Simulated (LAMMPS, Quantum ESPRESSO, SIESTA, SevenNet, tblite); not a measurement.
# Bulk modulus two ways: glassy 61Al2O3-39P2O5 (mol %) (104 atoms), QE, PBE

The cell holds 104 atoms (22 Al, 14 P and 68 O). Recipe: 104 atoms (22 Al, 14 P, 68 O) placed at random at 2.66 g/cm³, melted at 4000 K for 10 ps at fixed volume with the Morse and Coulomb pair potential with partial charges (Pedone, Malavasi, Menziani, Cormack and Segre, J. Phys. Chem. B 110, 11780 (2006)). Quenched from 4000 K to 300 K at 50 K/ps and fixed volume, held 10 ps at zero pressure. Then the atoms were relaxed with SevenNet 0 in the fixed cell.

Calculated with Quantum ESPRESSO 7.5: PBE; plane waves, SSSP efficiency, 60/480 Ry; k-points Γ. The cell is scaled evenly by ±3 % in volume, and SevenNet 0 relaxes the atoms at each volume before the single point.

| volume (Å³/atom) | energy less the middle row's (meV/atom) | pressure (GPa) |
| --- | --- | --- |
| 11.748 | 8.331 | 5.697 |
| 12.112 | 0.000 | 3.063 |
| 12.475 | -2.796 | 0.760 |

Task: Find the bulk modulus at the middle volume from the pressures and from the energies, and check the printed pressure against the slope of the energy (1 meV/Å³ = 0.16022 GPa).

Worked:

The step is h = 0.3633 Å³. From pressures: B = −V dP/dV = 12.112 × (5.697 − (0.760)) / (2 × 0.3633) = 82.3 GPa.

From energies: B = V d²E/dV² = 12.112 × (8.331 + (-2.796)) / 0.3633² = 507.8 meV/Å³ = 81.4 GPa.

Slope: P = −dE/dV = −(-2.796 − (8.331)) / (2 × 0.3633) = 15.3 meV/Å³ = 2.45 GPa, against 3.06 GPa printed.

The two moduli agree within 1 %.

A central difference over ±3 % overstates P by about B(1 + B′)(0.03)²/6, some 0.06 GPa for B′ = 4, which is small against the gap found. The atoms follow SevenNet 0, so this level's forces do work along the path, which enters the energies but not the printed pressures.

Limits: three points, a static cell at zero temperature, the cell shape held; the modulus is that at 3.1 GPa, not at zero pressure.

[Hosts, paths, dates, database ids (printed as entryN), source tags and the programs' standing remarks are cut or masked in the printed files.]
